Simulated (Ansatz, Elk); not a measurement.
**Bonding as seen by X-rays: YAl3Au**

The structure of YAl3Au used here is made up (a known structure type with other elements) and was relaxed beforehand with PBE. The aim is the Fourier transform of its all-electron density, F(hkl), set beside the sum over free spherical atoms that refinements use.

Main program and level: Elk 11.2.3 (patched build); DFT, PBE, all-electron APW+lo, Dirac cores, scalar-relativistic bands, static density, no spin.

The structure was built from a prototype and need not be the compound's stable phase.

## 1. Starting point

It takes space group I4mm (No. 107, tetragonal). The conventional cell has a = 4.197 Å, b = 4.197 Å, c = 11.196 Å, α = 90.00°, β = 90.00°, γ = 90.00°. Au has 5 Al at 2.46 to 2.57 Å and 4 Y at 3.30 Å nearest. Y has 8 Al at 3.14 to 3.41 Å and 4 Au at 3.30 Å nearest. Al has 2 Au at 2.57 Å and 6 Al at 2.67 to 2.97 Å and 2 Y at 3.41 Å nearest. Al has 1 Au at 2.46 Å and 4 Al at 2.67 Å and 4 Y at 3.14 Å nearest. Farther neighbours are not listed.

## 2. Ground state and structure factors

An all-electron density is needed, since X-rays see the cores too. Task 0 finds the density and task 195 Fourier-transforms it; tshift is off so that phases refer to the origin typed.

Contents of elk.in:

```
tasks
  0
  195

xctype
  20

spinpol
  .false.

rgkmax
  7.0

gmaxvr
  14.0

lmaxo
  7

lmaxapw
  8

swidth
  0.002

tshift
  .false.

ramdisk
  .false.

hmaxvr
  5.5

maxscl
  120

epspot
  1e-06

sppath
  './'

avec
  -3.96550887285 3.96550887285 10.57894233934
  3.96550887285 -3.96550887285 10.57894233934
  3.96550887285 3.96550887285 -10.57894233934

atoms
  3
  'Au.in'
  1
  0.6179651944 0.6179651944 -0.0000000000   0.000000 0.000000 0.000000
  'Y.in'
  1
  0.9900150249 0.9900150249 -0.0000000000   0.000000 0.000000 0.000000
  'Al.in'
  3
  0.7502405014 0.2502405014 0.5000000000   0.000000 0.000000 0.000000
  0.2502405014 0.7502405014 0.5000000000   0.000000 0.000000 0.000000
  0.3980387778 0.3980387778 -0.0000000000   0.000000 0.000000 0.000000

ngridk
  8 8 8
```

The run is started by

```bash
> OMP_NUM_THREADS=4 elk
```

Numbers of over 12 decimals in the logs are rounded to 6 here.

Log:

```text
┌─────────────────────────┐
│ Elk code version 11.2.3 │
└─────────────────────────┘

All units are atomic (Hartree, Bohr, etc.)

┌─────────────────────────────────────────────────┐
│ Ground-state run starting from atomic densities │
└─────────────────────────────────────────────────┘

Lattice vectors :
  -3.965508873       3.965508873       10.57894234
   3.965508873      -3.965508873       10.57894234
   3.965508873       3.965508873      -10.57894234

Reciprocal lattice vectors :
  0.2838779345E-16  0.7922293845      0.2969666109
  0.7922293845      0.2838779345E-16  0.2969666109
  0.7922293845      0.7922293845      0.3964165341E-17

Unit cell volume      :    665.4265015
Brillouin zone volume :   0.3727687624

Muffin-tin inner radius fraction :   0.1000000000E-01

Nuclei treated as point charges

Species : 1 (Au)
 parameters loaded from : Au.in
 name : gold
 nuclear charge    :   -79.00000000
 electronic charge :    79.00000000
 atomic mass :    359048.0562
 muffin-tin radius :    2.577779546
 number of radial points in muffin-tin :   1393
 inner part over the whole radius :   0.9928856560E-02
 number on inner part of muffin-tin    :    998
 approximate nuclear radius :   0.1033733540E-03
 number of mesh points to nuclear radius :    526
 atomic positions (lattice), magnetic fields (Cartesian) :
  1 :   0.61796519  0.61796519  0.00000000    0.00000000  0.00000000  0.00000000

Species : 2 (Y)
 parameters loaded from : Y.in
 name : yttrium
 nuclear charge    :   -39.00000000
 electronic charge :    39.00000000
 atomic mass :    162065.4503
 muffin-tin radius :    2.600000000
 number of radial points in muffin-tin :   1193
 inner part over the whole radius :   0.9871815862E-02
 number on inner part of muffin-tin    :    847
 approximate nuclear radius :   0.8135895711E-04
 number of mesh points to nuclear radius :    416
 atomic positions (lattice), magnetic fields (Cartesian) :
  1 :   0.99001502  0.99001502  0.00000000    0.00000000  0.00000000  0.00000000

Species : 3 (Al)
 parameters loaded from : Al.in
 name : aluminium
 nuclear charge    :   -13.00000000
 electronic charge :    13.00000000
 atomic mass :    49184.33496
 muffin-tin radius :    2.025398214
 number of radial points in muffin-tin :    793
 inner part over the whole radius :   0.9881121849E-02
 number on inner part of muffin-tin    :    551
 approximate nuclear radius :   0.5839653600E-04
 number of mesh points to nuclear radius :    245
 atomic positions (lattice), magnetic fields (Cartesian) :
  1 :   0.75024050  0.25024050  0.50000000    0.00000000  0.00000000  0.00000000
  2 :   0.25024050  0.75024050  0.50000000    0.00000000  0.00000000  0.00000000
  3 :   0.39803878  0.39803878  0.00000000    0.00000000  0.00000000  0.00000000

Total number of atoms per unit cell :    5
Total muffin-tin volume :    249.7826098
 ratio of muffin-tin to unit cell volume :   0.3753722000

Spin treatment :
 spin-unpolarised

Number of Bravais lattice symmetries :   16
Number of crystal symmetries         :    8
Crystal has no inversion symmetry
Complex Hermitian eigensolver will be used

k-point grid :      8     8     8
k-point offset :    0.000000000       0.000000000       0.000000000
k-point set is reduced with full crystal symmetry group
Total number of k-points :      100

Muffin-tin radius times maximum |G+k| :    7.000000000
 using average radius
Maximum |G+k| for APW functions       :    3.110012464
Maximum (1/2)|G+k|²                   :    4.836088764
Maximum |G| for potential and density :    14.00000000
Constant for pseudocharge density :    9
 order of it for each species :   16  16  16
 order of it for pair densities of each species (exact exchange by exxq0 0: 17) :   13  13   7
Radial integration step length :    1

G-vector grid sizes :     54    54    54
Number of G-vectors :    30911

Maximum angular momentum used for
 APW functions            :    8
 outer part of muffin-tin :    7
 inner part of muffin-tin :    2

Total nuclear charge    :   -157.0000000
[...]
electron entropic           :    -0.51984502505271E-03
 total energy                :     -23163.498352087

Density of states at Fermi energy :    39.64324418
 (states/Hartree/unit cell)

Estimated indirect band gap :   0.2440324872E-02
 from k-point 65 to k-point 82
Estimated direct band gap   :   0.1189071999E-01
 at k-point 72

Charges :
 core                        :    88.00000000
 valence                     :    69.00000000
 interstitial                :    10.17719096
 muffin-tins (core leakage)
  species : 1 (Au)
   atom 1                    :    77.12363057     (  0.3677171657E-03)
  species : 2 (Y)
[...]
species : 3 (Al)
[...]
total in muffin-tins        :    146.8228090
 total calculated charge     :    156.9959052
 total charge                :    157.0000000
 error                       :   0.4094789746E-02

RMS change in Kohn-Sham potential (target) :   0.5287321562     (  0.1000000000E-05)
Absolute change in total energy (target)   :   0.7398988670     (  0.1000000000E-03)

[... loops 3 to 15 left out ...]

┌──────────────────┐
│ Loop number : 16 │
└──────────────────┘

Energies :
 Fermi                       :     0.280202
 sum of occupied eigenvalues :     -14111.383479983
 electron kinetic            :      26110.606527769
 core electron kinetic       :      24982.712609274
 Coulomb                     :     -48741.641304965
 Coulomb potential           :     -39528.493148576
 nuclear-nuclear             :     -1809.1187618195
 electron-nuclear            :     -54367.233687725
 Hartree                     :      7434.7111445789
 Madelung                    :     -28977.394730678
 xc potential                :     -693.49685917616
 exchange                    :     -522.79641716339
 correlation                 :     -8.367932
 electron entropic           :    -0.49563806393871E-03
 total energy                :     -23162.199622382

Density of states at Fermi energy :    40.22579552
 (states/Hartree/unit cell)

Estimated indirect band gap :   0.5209969259E-03
 from k-point 73 to k-point 33
Estimated direct band gap   :   0.1679609390E-01
 at k-point 93

Charges :
 core                        :    88.00000000
 valence                     :    69.00000000
 interstitial                :    9.561488128
 muffin-tins (core leakage)
  species : 1 (Au)
[...]
species : 2 (Y)
[...]
species : 3 (Al)
[...]
total in muffin-tins        :    147.4385119
 total calculated charge     :    156.9960484
 total charge                :    157.0000000
 error                       :   0.3951644280E-02

RMS change in Kohn-Sham potential (target) :   0.2185556815E-06 (  0.1000000000E-05)
Absolute change in total energy (target)   :   0.5204325862E-04 (  0.1000000000E-03)

Convergence targets achieved

┌──────────────────┐
│ Loop number : 17 │
└──────────────────┘

Energies :
 Fermi                       :     0.280202
 sum of occupied eigenvalues :     -14111.383463767
 electron kinetic            :      26110.606542318
 core electron kinetic       :      24982.712614345
 Coulomb                     :     -48741.641308800
 Coulomb potential           :     -39528.493137525
 nuclear-nuclear             :     -1809.1187618195
 electron-nuclear            :     -54367.233705731
 Hartree                     :      7434.7111587510
 Madelung                    :     -28977.394740037
 xc potential                :     -693.49686855982
 exchange                    :     -522.79641739336
 correlation                 :     -8.367932
 electron entropic           :    -0.49563801658942E-03
 total energy                :     -23162.199611887

Density of states at Fermi energy :    40.22579337
 (states/Hartree/unit cell)

Estimated indirect band gap :   0.5209893671E-03
 from k-point 73 to k-point 33
Estimated direct band gap   :   0.1679609166E-01
 at k-point 93

Charges :
 core                        :    88.00000000
 valence                     :    69.00000000
 interstitial                :    9.561487782
 muffin-tins (core leakage)
  species : 1 (Au)
[...]
species : 2 (Y)
[...]
species : 3 (Al)
   atom 1                    :    10.91711776     (  0.1169079191E-02)
   atom 2                    :    10.91711776     (  0.1169079191E-02)
   atom 3                    :    10.98798017     (  0.1188069176E-02)
 total in muffin-tins        :    147.4385122
 total calculated charge     :    156.9960484
 total charge                :    157.0000000
 error                       :   0.3951643975E-02

┌──────────────────────────────┐
│ Self-consistent loop stopped │
└──────────────────────────────┘

Warning : core states of species 1 leak from the muffin-tin :   0.3244451978E-03

Warning : core states of species 3 leak from the muffin-tin :   0.1188069176E-02

Wrote STATE.OUT
```

Wall time 2.3 min (4 threads of Arm Neoverse V1, shared host); peak memory 0.23 GiB.

SFACRHO.OUT:

```text

h k l indices transformed by vhmat matrix:
   1.000000000       0.000000000       0.000000000    
   0.000000000       1.000000000       0.000000000    
   0.000000000       0.000000000       1.000000000    

      h      k      l  multipl.   |H|            Re(F)            Im(F)           |F|

      0      0      0      1   0.0000000       157.00000      0.32646898E-16   157.00000    
     -1     -1      1      1  0.59393322       22.587472      -59.702481       63.832438    
      1      1     -1      1  0.59393322       22.587472       59.702481       63.832438    
      0     -1      0      4  0.84605943      -28.510404       45.053060       53.316239    
      1      0      0      4  0.84605943      -28.510404      -45.053060       53.316239    
     -1      1      0      4   1.1203815       91.838394     -0.26115508E-14   91.838394    
     -2     -2      2      1   1.1878664      -26.156386      0.78221186       26.168080    
      2      2     -2      1   1.1878664      -26.156386     -0.78221186       26.168080    
     -2     -1      1      4   1.1921954       76.008220       51.551359       91.841124    
      2      1     -1      4   1.1921954       76.008220      -51.551359       91.841124    
      1      1     -2      4   1.2680739       57.914069       54.799243       79.730775    
     -1     -1      2      4   1.2680739       57.914069      -54.799243       79.730775    
      1     -1     -1      4   1.5844588       118.37817      0.21711363E-14   118.37817    
      2      2     -1      4   1.6328752      -58.398346     -0.72708424       58.402872    
     -2     -2      1      4   1.6328752      -58.398346      0.72708424       58.402872    
      3      2     -3      4   1.6829607       88.243057       24.258459       91.516720    
     -3     -2      2      4   1.6829607       88.243057      -24.258459       91.516720    
      0      2      0      4   1.6921189       19.354777       50.755343       54.320459
```

Elk indexes on the primitive cell of elk.in and gives |H| = 4π sin θ/λ in inverse bohr. Below, one row stands for each form hkl of the conventional cell (m members, Friedel mates merged), F is for one primitive cell and the density is static (no thermal factor). Free-atom factors are Waasmaier and Kirfel's, and R is Σm||F|−|F'||/Σm|F|.

```csv
hkl,m,sin θ/λ (Å⁻¹),"abs F, DFT",neutral atoms,diff.,abs of complex diff.
002,2,0.089,63.832,64.112,-0.279,0.289
101,8,0.127,53.316,53.480,-0.164,0.178
110,4,0.169,91.838,92.208,-0.370,0.370
004,2,0.179,26.168,26.306,-0.138,0.138
103,8,0.179,91.841,92.092,-0.251,0.270
112,8,0.191,79.731,80.003,-0.272,0.275
200,4,0.238,118.378,118.996,-0.618,0.618
114,8,0.246,58.403,58.966,-0.564,0.564
105,8,0.253,91.517,91.918,-0.401,0.405
202,8,0.255,54.320,54.484,-0.163,0.253
006,2,0.268,65.702,66.024,-0.322,0.470
211,16,0.270,45.324,45.573,-0.249,0.285
204,8,0.298,23.565,23.730,-0.164,0.171
213,16,0.298,78.771,78.958,-0.188,0.190
116,8,0.317,63.255,63.284,-0.029,0.098
107,8,0.335,32.579,32.639,-0.060,0.063
220,4,0.337,104.213,104.261,-0.048,0.048
215,16,0.348,81.240,81.211,+0.029,0.041
```

## 3. The highest occupied states alone

An energy window below the Fermi level keeps the highest occupied states, to see at which angles they scatter; shallow core shells can lie inside it and anion s states outside. No new self-consistency is needed.

Changes to elk.in since step 2:

```diff
@@ -1,3 +1,2 @@
 tasks
-  0
   195
@@ -40,2 +39,5 @@
 
+wsfac
+  -0.087290 0.580200
+
 sppath
```

The run is started by

```bash
> OMP_NUM_THREADS=4 elk
```

Log:

```text
┌─────────────────────────────────┐
│ Elk code version 11.2.3 started │
└─────────────────────────────────┘

Info(readinput): the functional depends on the density's gradient
 muffin-tin radial points multiplied by    2.00000
 (not where nrmtscf is given)

┌────────────────────┐
│ Current task : 195 │
└────────────────────┘
Info(checkmt): changed muffin-tin radius of species 1 (Au) from   2.8000 to   2.5778
Info(checkmt): changed muffin-tin radius of species 3 (Al) from   2.2000 to   2.0254

Info(sfacrho): density structure factors written to SFACRHO.OUT

 Energy window :  -0.8729000000E-01  0.5802000000

┌──────────────────┐
│ Elk code stopped │
└──────────────────┘
```

It took 16 s on 4 threads; peak memory 0.16 GiB.

States within 10 eV below the Fermi level hold 23.00 electrons; any levels below the window count with the cores. Their amplitudes can exceed the total, where window and core parts have opposite phase:

```csv
hkl,sin θ/λ (Å⁻¹),"abs F, window","abs F, all"
002,0.089,6.889,63.832
101,0.127,7.038,53.316
110,0.169,4.881,91.838
004,0.179,4.394,26.168
103,0.179,4.731,91.841
112,0.191,4.229,79.731
200,0.238,2.446,118.378
114,0.246,2.115,58.403
105,0.253,2.169,91.517
202,0.255,2.331,54.320
```

## 4. Another functional

The difference from free atoms is small, so it is set against the change that LDA (Perdew-Wang) makes.

Changes to elk.in since step 3:

```diff
@@ -1,2 +1,3 @@
 tasks
+  0
   195
@@ -4,3 +5,3 @@
 xctype
-  20
+  3
 
@@ -39,5 +40,2 @@
 
-wsfac
-  -0.087290 0.580200
-
 sppath
```

The run is started by

```bash
> OMP_NUM_THREADS=4 elk
```

Log:

```text
┌─────────────────────────┐
│ Elk code version 11.2.3 │
└─────────────────────────┘

All units are atomic (Hartree, Bohr, etc.)

┌─────────────────────────────────────────────────┐
│ Ground-state run starting from atomic densities │
└─────────────────────────────────────────────────┘

Lattice vectors :
  -3.965508873       3.965508873       10.57894234
   3.965508873      -3.965508873       10.57894234
   3.965508873       3.965508873      -10.57894234

Reciprocal lattice vectors :
  0.2838779345E-16  0.7922293845      0.2969666109
[...]
species : 3 (Al)
[...]
atom 2                    :    10.93335666     (  0.1238712568E-02)
   atom 3                    :    11.00375013     (  0.1258375004E-02)
 total in muffin-tins        :    147.5115748
 total calculated charge     :    156.9958375
 total charge                :    157.0000000
 error                       :   0.4162545448E-02

┌──────────────────────────────┐
│ Self-consistent loop stopped │
└──────────────────────────────┘

Warning : core states of species 1 leak from the muffin-tin :   0.3183800188E-03

Warning : core states of species 3 leak from the muffin-tin :   0.1258375004E-02

Wrote STATE.OUT
[key lines of the parts left out:]
total energy                :     -23145.193408463
```

Run time: 1.7 min. Hardware: 4 threads; peak memory 0.19 GiB; 6.3 min of CPU time.

Against the first run R = 0.03 %; the largest change is -0.046 at 314.

## 5. Basis size

A smaller basis shows how fast F responds to it; the change is likely larger than the basis error of the first run, but doesn't show convergence.

Changes to elk.in since step 4:

```diff
@@ -5,3 +5,3 @@
 xctype
-  3
+  20
 
@@ -11,3 +11,3 @@
 rgkmax
-  7.0
+  5.5
```

The run is started by

```bash
> OMP_NUM_THREADS=4 elk
```

Log:

```text
┌─────────────────────────┐
│ Elk code version 11.2.3 │
└─────────────────────────┘

All units are atomic (Hartree, Bohr, etc.)

┌─────────────────────────────────────────────────┐
│ Ground-state run starting from atomic densities │
└─────────────────────────────────────────────────┘

Lattice vectors :
  -3.965508873       3.965508873       10.57894234
   3.965508873      -3.965508873       10.57894234
   3.965508873       3.965508873      -10.57894234

Reciprocal lattice vectors :
  0.2838779345E-16  0.7922293845      0.2969666109
[...]
species : 3 (Al)
[...]
atom 2                    :    10.91243212     (  0.1171736877E-02)
   atom 3                    :    10.98411251     (  0.1191023555E-02)
 total in muffin-tins        :    147.3545334
 total calculated charge     :    156.9962728
 total charge                :    157.0000000
 error                       :   0.3727182509E-02

┌──────────────────────────────┐
│ Self-consistent loop stopped │
└──────────────────────────────┘

Warning : core states of species 1 leak from the muffin-tin :   0.3235333594E-03

Warning : core states of species 3 leak from the muffin-tin :   0.1191023555E-02

Wrote STATE.OUT
[key lines of the parts left out:]
total energy                :     -23162.125283020
```

Run time: 92 s. Hardware: 4 threads; peak memory 0.21 GiB.

Against the first run R = 0.01 %; the largest change is +0.042 at 008.

## 6. Settings against the effect

```csv
run,R against the first run (%),"R against neutral atoms, low angle (%)",wall time
"PBE, rgkmax 7",0.00,0.42,2.3 min
LDA (Perdew-Wang),0.03,0.42,1.7 min
rgkmax 5.5,0.01,0.43,92 s
```

## 7. Outcome

```json
{
 "R against neutral atoms, sin θ/λ < 0.3 Å⁻¹": "0.42 %",
 "R against neutral atoms, 0.3 to 0.79 Å⁻¹": "0.15 %"
}
```

Independent neutral atoms miss the calculated amplitudes by R = 0.42 % below 0.3 Å⁻¹ and 0.15 % from there to 0.79 Å⁻¹; by shells, 0.34 % below 0.15 Å⁻¹ (2 forms), 0.43 % 0.15 to 0.3 (12 forms), 0.08 % 0.3 to 0.45 (21 forms), 0.16 % above 0.45 (114 forms). Bonding, aspherical density and the tables' own atoms all enter these figures, and the runs don't part them. The largest change of an amplitude is -0.62 electrons, at 200. R counts amplitudes alone; phases shift too. The window's part falls from 23.0 electrons at the origin to at most 0.35 between 0.45 and 0.79 Å⁻¹. Below 0.3 Å⁻¹ the changes that finished (LDA (Perdew-Wang) and rgkmax 5.5) move F by R = 0.01 % at most, against the 0.42 % that separates it from free atoms. The k-mesh has no finished test. Spin-orbit coupling is left out, which can matter for elements this heavy. Part of the difference isn't bonding: the tables are fits to free atoms and ions calculated by other methods than this functional. Thermal motion, anomalous dispersion and extinction are left out.

[Logs are printed without paths, hosts, clocks, repeated set-up lines and the standing remarks that a program may print on its own settings, such as how far it seeks lower states.]

[Hosts, paths, dates, database ids (printed as entryN), source tags and the programs' standing remarks are cut or masked in the printed files.]
